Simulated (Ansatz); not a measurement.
**Glassy 62SiO2-38Na2O (mol %) (96 atoms) under strain**

How stiff is glassy 62SiO2-38Na2O (mol %) (96 atoms), and how do its levels respond to strain?

Method: Kohn-Sham DFT, PBE, PAW (set soft_2), plane waves, in Ansatz 0.2.0.

**1. Set-up**

The cell holds 96 atoms: 20 Si, 24 Na and 52 O. Its edges and angles: a = 10.750 Å, b = 10.750 Å, c = 10.750 Å, α = 90.0°, β = 90.0°, γ = 90.0°. 96 atoms (20 Si, 24 Na, 52 O) placed at random at 2.48 g/cm³, melted at 4000 K for 10 ps at fixed volume with the Morse and Coulomb pair potential with partial charges (Pedone, Malavasi, Menziani, Cormack and Segre, J. Phys. Chem. B 110, 11780 (2006)). Quenched from 4000 K to 300 K at 50 K/ps and fixed volume, held 10 ps at zero pressure.

What the set-up can't give: The quench rate of 50 K/ps is many orders above laboratory rates, so the cell is likely richer in defects and strain than a real sample. The network of bonds at the start is that of the classical potential that made the cell, and needn't be the one that DFT or experiment would give. Only the Γ point is sampled.

**2. Single point at the start**

A single point comes first, to see the forces before anything moves.

File input.yaml:

```yaml
crystal:
  lattice:
    - [10.74979, 0.0, 0.0]
    - [0.0, 10.74979, 0.0]
    - [0.0, 0.0, 10.74979]
  atoms:
    - { symbol: Si, position: [0.50624, 0.69404, 0.26838] }
    - { symbol: Si, position: [0.66313, 0.53866, 0.62977] }
    - { symbol: Si, position: [0.73334, 0.10428, 0.61008] }
    - { symbol: Si, position: [0.66068, 0.47776, 0.14663] }
    - { symbol: Si, position: [0.06398, 0.06713, 0.85574] }
    - { symbol: Si, position: [0.48527, 0.81229, 0.01339] }
    - { symbol: Si, position: [0.45929, 0.38378, 0.49193] }
    - { symbol: Si, position: [0.0646, 0.73896, 0.48229] }
    - { symbol: Si, position: [0.80275, 0.02149, 0.33887] }
    - { symbol: Si, position: [0.03744, 0.7914, 0.92242] }
    - { symbol: Si, position: [0.8608, 0.36707, 0.50814] }
    - { symbol: Si, position: [0.30553, 0.68128, 0.83896] }
    - { symbol: Si, position: [0.96569, 0.2491, 0.26813] }
    - { symbol: Si, position: [0.59079, 0.22663, 0.28484] }
    - { symbol: Si, position: [0.65576, 0.38061, 0.87653] }
    - { symbol: Si, position: [0.84439, 0.2053, 0.01173] }
    - { symbol: Si, position: [0.39529, 0.22713, 0.86962] }
    - { symbol: Si, position: [0.19416, 0.43129, 0.89578] }
    - { symbol: Si, position: [0.29376, 0.04549, 0.04728] }
    - { symbol: Si, position: [0.43478, 0.12834, 0.61831] }
    - { symbol: Na, position: [0.62643, 0.04915, 0.90248] }
    - { symbol: Na, position: [0.20844, 0.90863, 0.677] }
    - { symbol: Na, position: [0.76134, 0.8907, 0.07198] }
    - { symbol: Na, position: [0.20472, 0.83093, 0.22734] }
    - { symbol: Na, position: [0.36532, 0.78276, 0.49732] }
    - { symbol: Na, position: [0.5464, 0.85416, 0.70583] }
    - { symbol: Na, position: [0.19151, 0.29996, 0.62379] }
    - { symbol: Na, position: [0.17689, 0.61458, 0.21806] }
    - { symbol: Na, position: [0.34198, 0.60345, 0.58239] }
    - { symbol: Na, position: [0.75508, 0.78434, 0.50062] }
    - { symbol: Na, position: [0.20719, 0.07147, 0.39406] }
    - { symbol: Na, position: [0.82329, 0.60402, 0.36971] }
    - { symbol: Na, position: [0.36228, 0.46865, 0.20935] }
    - { symbol: Na, position: [0.94796, 0.49037, 0.05164] }
    - { symbol: Na, position: [0.90244, 0.70829, 0.1891] }
    - { symbol: Na, position: [0.83735, 0.82129, 0.74637] }
    - { symbol: Na, position: [0.95832, 0.27354, 0.75221] }
    - { symbol: Na, position: [0.72441, 0.6817, 0.88788] }
    - { symbol: Na, position: [0.25077, 0.27186, 0.17975] }
    - { symbol: Na, position: [0.00228, 0.01174, 0.58084] }
    - { symbol: Na, position: [0.43234, 0.97845, 0.3225] }
    - { symbol: Na, position: [0.00096, 0.57347, 0.69546] }
    - { symbol: Na, position: [0.03167, 0.93182, 0.25588] }
    - { symbol: Na, position: [0.13149, 0.46236, 0.42499] }
    - { symbol: O, position: [0.77058, 0.48662, 0.53579] }
    - { symbol: O, position: [0.02095, 0.66433, 0.36013] }
    - { symbol: O, position: [0.68433, 0.11158, 0.3069] }
    - { symbol: O, position: [0.38173, 0.16447, 0.99952] }
    - { symbol: O, position: [0.12651, 0.871, 0.43692] }
    - { symbol: O, position: [0.1866, 0.05848, 0.94217] }
    - { symbol: O, position: [0.37549, 0.75625, 0.72313] }
    - { symbol: O, position: [0.79268, 0.01413, 0.49267] }
    - { symbol: O, position: [0.99187, 0.36651, 0.56884] }
    - { symbol: O, position: [0.45578, 0.1783, 0.26151] }
    - { symbol: O, position: [0.78166, 0.53679, 0.18252] }
    - { symbol: O, position: [0.3604, 0.71037, 0.27464] }
    - { symbol: O, position: [0.9172, 0.27237, 0.1242] }
    - { symbol: O, position: [0.35752, 0.03978, 0.54325] }
    - { symbol: O, position: [0.60055, 0.84555, 0.93099] }
    - { symbol: O, position: [0.05639, 0.42437, 0.85303] }
    - { symbol: O, position: [0.54087, 0.78764, 0.15518] }
    - { symbol: O, position: [0.05286, 0.81095, 0.07168] }
    - { symbol: O, position: [0.92866, 0.10479, 0.31364] }
    - { symbol: O, position: [0.2385, 0.02596, 0.17419] }
    - { symbol: O, position: [0.95806, 0.78749, 0.57558] }
    - { symbol: O, position: [0.63378, 0.48465, 0.00105] }
    - { symbol: O, position: [0.09827, 0.10796, 0.71926] }
    - { symbol: O, position: [0.41107, 0.12334, 0.76498] }
    - { symbol: O, position: [0.34515, 0.43973, 0.42104] }
    - { symbol: O, position: [0.1965, 0.46237, 0.04238] }
    - { symbol: O, position: [0.67864, 0.67374, 0.66244] }
    - { symbol: O, position: [0.76136, 0.29072, 0.9217] }
    - { symbol: O, position: [0.16072, 0.65747, 0.54584] }
    - { symbol: O, position: [0.09709, 0.28798, 0.29526] }
    - { symbol: O, position: [0.96056, 0.14606, 0.92325] }
    - { symbol: O, position: [0.38747, 0.92748, 0.02606] }
    - { symbol: O, position: [0.81668, 0.88647, 0.29388] }
    - { symbol: O, position: [0.76158, 0.10032, 0.05814] }
    [... 12 atom lines left out ...]
    - { symbol: O, position: [0.27908, 0.31275, 0.85684] }
    - { symbol: O, position: [0.52526, 0.30625, 0.85439] }
    - { symbol: O, position: [0.76481, 0.0568, 0.73832] }
    - { symbol: O, position: [0.56777, 0.73405, 0.39415] }
    - { symbol: O, position: [0.39961, 0.69776, 0.95642] }
    - { symbol: O, position: [0.56379, 0.3213, 0.41009] }
kpoints:
  mp_grid: { grid: [1, 1, 1] }
hamiltonian:
  xc: pbe
scf:
  occupations: { method: fixed }
output:
  forces: true
```

The run is started by

```bash
$ ansatz run input.yaml --threads 4 --pin off --max-ram 8192MiB --backend cpu --events-out ev --progress --plain --runs-dir out
```

Output:

```text
[...]
Pseudopotentials: kind: paw
Pseudopotential: Si, paw, valence charge 4, recommended cutoff 420 eV (normal), Si.paw.azcp
Pseudopotential: Na, paw, valence charge 9, recommended cutoff 420 eV (normal), Na.paw.azcp
Pseudopotential: O, paw, valence charge 6, recommended cutoff 420 eV (normal), O.paw.azcp
[...]
Crystal: 96 atoms, lattice volume = 1242.224 Å³
Basis set: ecut = 420 eV, 24207 PW (Γ), exchange–correlation on 144×144×144 points (8 copies of the dense FFT grid, shifted against one another)
Bands: 400, of which v1, the nominal top of the filled ones, is band 304 counted from 1 (303 counted from 0)
Symmetry: 1 space group operations
Space group: P1 (ITA 1), of the structure as read, at distance tolerance 1.1e-4 Å
k-points: 1
[...]
Initial density: superposition of atomic densities (neutral atoms: chi_scale 0, normalization atom), corrected by the library's trained network
Initial wavefunctions: pseudopotential atomic-orbital guess
[...]
SCF iter   1: F=—  HF=-77985.194533 eV  |F-HF|=—  |Δ(HF+E_count)|=         —  Δρ=2.06e-3  dr2=7.90e-2  ethr=1.77e-3  ⟨swp⟩=4.0  Hψ=1268  notcnv=0  defer=93
preconditioner: auto → Resta (q_TF=auto, 2.422 Å⁻¹)  ε∞=2.6  [insulator: Δε(μ)=2.974 eV  Ē_g=19.599 eV  n_scr=304 (ndim 8)  ℏωp=24.9 eV  f_vac=0.126  ε∞_Penn≈2.6]
SCF iter   2: F=—  HF=-77985.171101 eV  |F-HF|=—  |Δ(HF+E_count)|=   2.34e-2  Δρ=1.10e-3  dr2=1.80e-2  ethr=1.30e-5  ⟨swp⟩=3.0  Hψ=637  notcnv=0  defer=94
SCF iter   3: F=—  HF=-77985.172655 eV  |F-HF|=—  |Δ(HF+E_count)|=   1.55e-3  Δρ=5.24e-4  dr2=4.66e-3  ethr=2.96e-6  ⟨swp⟩=2.0  Hψ=542  notcnv=0  defer=92
automatic band count: iteration 3 solves 398 bands in place of 400: the levels show a gap, and the empty bands left out lie too high to hold charge; the band table lists the bands solved (type scf.n_extra_bands for more)
SCF iter   4: F=—  HF=-77985.172591 eV  |F-HF|=—  |Δ(HF+E_count)|=   6.41e-5  Δρ=1.66e-4  dr2=3.93e-4  ethr=7.67e-7  ⟨swp⟩=2.0  Hψ=483  notcnv=0  defer=92
SCF iter   5: F=—  HF=-77985.172661 eV  |F-HF|=—  |Δ(HF+E_count)|=   6.95e-5  Δρ=1.09e-4  dr2=1.23e-4  ethr=6.46e-8  ⟨swp⟩=2.0  Hψ=591  notcnv=0  defer=91
SCF iter   6: F=—  HF=-77985.172692 eV  |F-HF|=—  |Δ(HF+E_count)|=   3.14e-5  Δρ=2.64e-5  dr2=7.66e-6  ethr=2.02e-8  ⟨swp⟩=2.0  Hψ=512  notcnv=0  defer=87
SCF iter   7: F=—  HF=-77985.173953 eV  |F-HF|=—  |Δ(HF+E_count)|=   1.26e-3  Δρ=1.36e-5  dr2=1.77e-6  ethr=1.26e-9  ⟨swp⟩=2.0  Hψ=702  notcnv=0  defer=87
SCF iter   8: F=—  HF=-77985.173954 eV  |F-HF|=—  |Δ(HF+E_count)|=   1.44e-6  Δρ=5.85e-6  dr2=3.30e-7  ethr=2.91e-10  ⟨swp⟩=2.0  Hψ=565  notcnv=0  defer=87
SCF iter   9: F=-77985.173954 eV  HF=-77985.173954 eV  |F-HF|=1.98e-8  |Δ(HF+E_count)|=   1.96e-7  Δρ=2.65e-6  dr2=7.22e-8  ethr=1.64e-11  ⟨swp⟩=4.0  Hψ=1174  notcnv=0
SCF 1 converged in 9 iterations: F = -77985.173954 eV  dr2 = 7.22e-8
[...]
SCF converged after 9 iterations
Free energy (F): -77985.173954 eV
Harris-Foulkes:  -77985.173954 eV  (|F-HF|=1.98e-8)
Internal energy: -77985.173954 eV  (E = F + TS)
E sigma→0 (E₀):  -77985.173954 eV
Fermi energy:    4.322948 eV
--- Per-component energies (eV) ---
[...]
Σ components = -77985.173954   (vs F -77985.173954, Δ=0.00e0)
--- Forces (eV/Å), atoms counted from 1 ---
  atom   1  Si     0.38330692    -0.70944255    -0.07711132
  atom   2  Si    -0.99740408    -4.04062158    -0.17325321
  atom   3  Si     0.59445948     2.00940617    -4.41863534
  atom   4  Si    -3.88449471    -2.68887532     1.31900412
[...]
atom  96  O      2.28491767    -0.68065591    -0.93031770
  max |Σ_I F_I| component: 2.39e-4 eV/Å
```

Wall time 11 s (4 threads of Intel Xeon Platinum 8488C (Sapphire Rapids), shared host); peak memory 1.5 GiB; 35 s of CPU time.

Reading the cycles: dr2 is the Hartree energy of the density residual (eV), the measure of convergence; HF is the Harris–Foulkes estimate of the energy, which meets the free energy F at convergence.

The r.m.s. force at the start is 1.5 eV/Å.

**3. Cell and atoms relaxed**

The cell is relaxed with the atoms, since the starting lattice needn't suit this functional.

File input.yaml:

```yaml
crystal:
  lattice:
    - [10.74979, 0.0, 0.0]
    - [0.0, 10.74979, 0.0]
    - [0.0, 0.0, 10.74979]
  atoms:
    [... the 96 atom lines of step 2 ...]
kpoints:
  mp_grid: { grid: [1, 1, 1] }
hamiltonian:
  xc: pbe
scf:
  occupations: { method: fixed }
output:
  forces: true
relax:
  f_tol: 0.05
  max_steps: 150
  cell: {}
```

Output:

```text
[...]
Crystal: 96 atoms, lattice volume = 1242.224 Å³
Basis set: ecut = 420 eV, 24207 PW (Γ), exchange–correlation on 144×144×144 points (8 copies of the dense FFT grid, shifted against one another)
Bands: 400, of which v1, the nominal top of the filled ones, is band 304 counted from 1 (303 counted from 0)
Symmetry: 1 space group operations
[...]
k-points: 1
[...]
SCF iter   1: F=—  HF=-77985.194533 eV  |F-HF|=—  |Δ(HF+E_count)|=         —  Δρ=2.06e-3  dr2=7.90e-2  ethr=1.77e-3  ⟨swp⟩=4.0  Hψ=1268  notcnv=0  defer=93
[...]
SCF iter   9: F=-77985.173954 eV  HF=-77985.173954 eV  |F-HF|=1.98e-8  |Δ(HF+E_count)|=   1.96e-7  Δρ=2.65e-6  dr2=7.21e-8  ethr=1.64e-11  ⟨swp⟩=4.0  Hψ=1174  notcnv=0
SCF 1 converged in 9 iterations: F = -77985.173954 eV  dr2 = 7.21e-8
[...]
relax step   1: F+E_penalty+E_count = -77985.17395432 eV  Δ(F+E_penalty+E_count) = +0.000e0 eV  max|allowed force component| = 4.971e0 eV/Å  Δτ_max = 0.0000 Å  P = +7.692 GPa  Ω = 1242.224 Å³  (9 SCF iters, dr2 threshold 1.00e-7 eV, accepted)
[... from here on, the SCF cycles and remarks between the steps are left out ...]
relax step   2: F+E_penalty+E_count = -77990.74668169 eV  Δ(F+E_penalty+E_count) = -5.573e0 eV  max|allowed force component| = 2.847e0 eV/Å  Δτ_max = 0.1950 Å  P = +4.122 GPa  Ω = 1255.813 Å³  energy of the carried Pulay correction = -4.201e-2 eV  (8 SCF iters, dr2 threshold 9.60e-6 eV, accepted)
relax step   3: F+E_penalty+E_count = -77994.19816129 eV  Δ(F+E_penalty+E_count) = -3.451e0 eV  max|allowed force component| = 9.375e-1 eV/Å  Δτ_max = 0.1969 Å  P = +0.052 GPa  Ω = 1283.969 Å³  energy of the carried Pulay correction = -1.276e-1 eV  (8 SCF iters, dr2 threshold 9.60e-6 eV, accepted)
relax step   4: F+E_penalty+E_count = -77995.03285770 eV  Δ(F+E_penalty+E_count) = -8.347e-1 eV  max|allowed force component| = 5.290e-1 eV/Å  Δτ_max = 0.1957 Å  P = -0.404 GPa  Ω = 1293.796 Å³  energy of the carried Pulay correction = -1.571e-1 eV  (7 SCF iters, dr2 threshold 9.60e-6 eV, accepted)
relax step   5: F+E_penalty+E_count = -77995.53098066 eV  Δ(F+E_penalty+E_count) = -4.981e-1 eV  max|allowed force component| = 5.188e-1 eV/Å  Δτ_max = 0.1950 Å  P = -0.360 GPa  Ω = 1298.281 Å³  energy of the carried Pulay correction = -1.704e-1 eV  (7 SCF iters, dr2 threshold 9.60e-6 eV, accepted)
relax step   6: F+E_penalty+E_count = -77995.80441863 eV  Δ(F+E_penalty+E_count) = -2.734e-1 eV  max|allowed force component| = 3.447e-1 eV/Å  Δτ_max = 0.1939 Å  P = -0.139 GPa  Ω = 1300.613 Å³  energy of the carried Pulay correction = -1.773e-1 eV  (7 SCF iters, dr2 threshold 9.60e-6 eV, accepted)
relax step   7: F+E_penalty+E_count = -77995.96753687 eV  Δ(F+E_penalty+E_count) = -1.631e-1 eV  max|allowed force component| = 3.038e-1 eV/Å  Δτ_max = 0.1954 Å  P = +0.004 GPa  Ω = 1300.635 Å³  energy of the carried Pulay correction = -1.774e-1 eV  (7 SCF iters, dr2 threshold 7.42e-6 eV, accepted)
relax step   8: F+E_penalty+E_count = -77996.10695030 eV  Δ(F+E_penalty+E_count) = -1.394e-1 eV  max|allowed force component| = 2.705e-1 eV/Å  Δτ_max = 0.1908 Å  P = +0.039 GPa  Ω = 1299.655 Å³  energy of the carried Pulay correction = -1.745e-1 eV  (7 SCF iters, dr2 threshold 5.77e-6 eV, accepted)
relax step   9: F+E_penalty+E_count = -77996.26083735 eV  Δ(F+E_penalty+E_count) = -1.539e-1 eV  max|allowed force component| = 1.929e-1 eV/Å  Δτ_max = 0.2000 Å  P = +0.004 GPa  Ω = 1299.166 Å³  energy of the carried Pulay correction = -1.730e-1 eV  (7 SCF iters, dr2 threshold 4.57e-6 eV, accepted)
relax step  10: F+E_penalty+E_count = -77996.34070701 eV  Δ(F+E_penalty+E_count) = -7.987e-2 eV  max|allowed force component| = 1.337e-1 eV/Å  Δτ_max = 0.2000 Å  P = -0.012 GPa  Ω = 1298.792 Å³  energy of the carried Pulay correction = -1.719e-1 eV  (7 SCF iters, dr2 threshold 2.32e-6 eV, accepted)
relax step  11: F+E_penalty+E_count = -77996.40370855 eV  Δ(F+E_penalty+E_count) = -6.300e-2 eV  max|allowed force component| = 1.275e-1 eV/Å  Δτ_max = 0.1955 Å  P = -0.042 GPa  Ω = 1298.306 Å³  energy of the carried Pulay correction = -1.705e-1 eV  (8 SCF iters, dr2 threshold 1.12e-6 eV, accepted)
relax step  12: F+E_penalty+E_count = -77996.45258241 eV  Δ(F+E_penalty+E_count) = -4.887e-2 eV  max|allowed force component| = 1.271e-1 eV/Å  Δτ_max = 0.1905 Å  P = -0.031 GPa  Ω = 1298.336 Å³  energy of the carried Pulay correction = -1.706e-1 eV  (7 SCF iters, dr2 threshold 1.02e-6 eV, accepted)
relax step  13: F+E_penalty+E_count = -77996.50542888 eV  Δ(F+E_penalty+E_count) = -5.285e-2 eV  max|allowed force component| = 1.493e-1 eV/Å  Δτ_max = 0.1953 Å  P = +0.023 GPa  Ω = 1297.147 Å³  energy of the carried Pulay correction = -1.670e-1 eV  (7 SCF iters, dr2 threshold 1.01e-6 eV, accepted)
relax step  14: F+E_penalty+E_count = -77996.54161635 eV  Δ(F+E_penalty+E_count) = -3.619e-2 eV  max|allowed force component| = 8.604e-2 eV/Å  Δτ_max = 0.1946 Å  P = -0.041 GPa  Ω = 1298.619 Å³  energy of the carried Pulay correction = -1.714e-1 eV  (7 SCF iters, dr2 threshold 1.39e-6 eV, accepted)
relax step  15: F+E_penalty+E_count = -77996.57558774 eV  Δ(F+E_penalty+E_count) = -3.397e-2 eV  max|allowed force component| = 9.539e-2 eV/Å  Δτ_max = 0.1744 Å  P = +0.020 GPa  Ω = 1300.094 Å³  energy of the carried Pulay correction = -1.758e-1 eV  (9 SCF iters, dr2 threshold 4.63e-7 eV, accepted)
relax step  16: F+E_penalty+E_count = -77996.58792506 eV  Δ(F+E_penalty+E_count) = -1.234e-2 eV  max|allowed force component| = 2.633e-2 eV/Å  Δτ_max = 0.0669 Å  P = +0.005 GPa  Ω = 1299.494 Å³  energy of the carried Pulay correction = -1.740e-1 eV  (7 SCF iters, dr2 threshold 5.69e-7 eV, accepted)
relax step  17: F+E_penalty+E_count = -77996.86422761 eV  Δ(F+E_penalty+E_count) = -2.763e-1 eV  max|allowed force component| = 2.670e-2 eV/Å  Δτ_max = 0.0000 Å  P = +0.345 GPa  Ω = 1299.494 Å³  stress off target by 6.07e-1 GPa  SCF on the basis re-selected at this cell (its energy is not comparable with the rows above)  (8 SCF iters)
relax step  18: F+E_penalty+E_count = -77996.85434457 eV  Δ(F+E_penalty+E_count) = +9.883e-3 eV  max|allowed force component| = 4.675e-2 eV/Å  Δτ_max = 0.0628 Å  P = +0.025 GPa  Ω = 1309.475 Å³  energy of the carried Pulay correction = -2.963e-2 eV  (7 SCF iters, dr2 threshold 9.21e-7 eV, accepted)
relax step  19: F+E_penalty+E_count = -77996.85560661 eV  Δ(F+E_penalty+E_count) = -1.262e-3 eV  max|allowed force component| = 1.377e-2 eV/Å  Δτ_max = 0.0276 Å  P = +0.013 GPa  Ω = 1310.172 Å³  energy of the carried Pulay correction = -3.175e-2 eV  (9 SCF iters, dr2 threshold 1.15e-8 eV, accepted)
relax step  20: F+E_penalty+E_count = -77996.89188569 eV  Δ(F+E_penalty+E_count) = -3.628e-2 eV  max|allowed force component| = 1.393e-2 eV/Å  Δτ_max = 0.0000 Å  P = +0.031 GPa  Ω = 1310.172 Å³  stress off target by 8.62e-2 GPa  SCF on the basis re-selected at this cell (its energy is not comparable with the rows above)  (6 SCF iters)
relax step  21: F+E_penalty+E_count = -77996.88867923 eV  Δ(F+E_penalty+E_count) = +3.206e-3 eV  max|allowed force component| = 4.014e-3 eV/Å  Δτ_max = 0.0178 Å  P = +0.004 GPa  Ω = 1311.619 Å³  energy of the carried Pulay correction = -4.174e-3 eV  (9 SCF iters, dr2 threshold 1.86e-8 eV, accepted)
relax step  22: F+E_penalty+E_count = -77996.89286328 eV  Δ(F+E_penalty+E_count) = -4.184e-3 eV  max|allowed force component| = 3.959e-3 eV/Å  Δτ_max = 0.0000 Å  P = +0.005 GPa  Ω = 1311.619 Å³  stress off target by 1.58e-2 GPa  SCF on the basis re-selected at this cell (its energy is not comparable with the rows above)  (6 SCF iters)
[...]
SCF converged after 6 iterations
Free energy (F): -77996.892863 eV
[...]
Internal energy: -77996.892863 eV  (E = F + TS)
E sigma→0 (E₀):  -77996.892863 eV
Fermi energy:    4.166081 eV
[...]
Σ components = -77996.892863   (vs F -77996.892863, Δ=0.00e0)
--- Forces (eV/Å), atoms counted from 1 ---
  atom   1  Si     0.00247864     0.00015218     0.00169263
  atom   2  Si    -0.00112033     0.00014235    -0.00073549
  atom   3  Si    -0.00265325     0.00162323     0.00081096
  atom   4  Si     0.00019921     0.00016460    -0.00396109
[...]
atom  96  O      0.00055400     0.00122554    -0.00049679
  max |Σ_I F_I| component: 1.67e-4 eV/Å
--- Stress (GPa, compression-positive) ---
        0.001954      -0.003284       0.003224
       -0.003283       0.006563      -0.007742
        0.003224      -0.007743       0.006441
  P = ⅓ Tr σ = 0.0050 GPa (0.050 kbar)
--- Relaxed structure (19 steps of the walk, 19 accepted, 3 SCFs on fresh bases) ---
  F+E_penalty+E_count = -77996.89286328 eV   max|allowed force component| = 3.959e-3 eV/Å   (the final SCF, on the basis selected at the relaxed cell)
  cell:  # Å, volume = 1311.6191 Å³
    - [10.826924, -0.091344, 0.112980]
    - [-0.091344, 10.961902, -0.232714]
    - [0.112980, -0.232714, 11.058242]
  atoms:
    - { symbol: Si, position: [0.488029, 0.705631, 0.261874] }
    - { symbol: Si, position: [0.668480, 0.519021, 0.657869] }
    - { symbol: Si, position: [0.729021, 0.088482, 0.600753] }
    - { symbol: Si, position: [0.660281, 0.487681, 0.160204] }
[...]
- { symbol: O, position: [0.585129, 0.326543, 0.423927] }
```

Run time: 3.6 min. Hardware: 4 threads; peak memory 1.6 GiB.

The relaxation converged after 19 steps, with a largest force component of 0.0040 eV/Å.

(Continued in part 2 of 3.)

[Long decimals in the printed logs are rounded to 6 places.]

[Logs are printed without paths, hosts, clocks, repeated set-up lines and the standing remarks that a program may print on its own settings, such as how far it seeks lower states.]

[Hosts, paths, dates, database ids (printed as entryN), source tags and the programs' standing remarks are cut or masked in the printed files.]
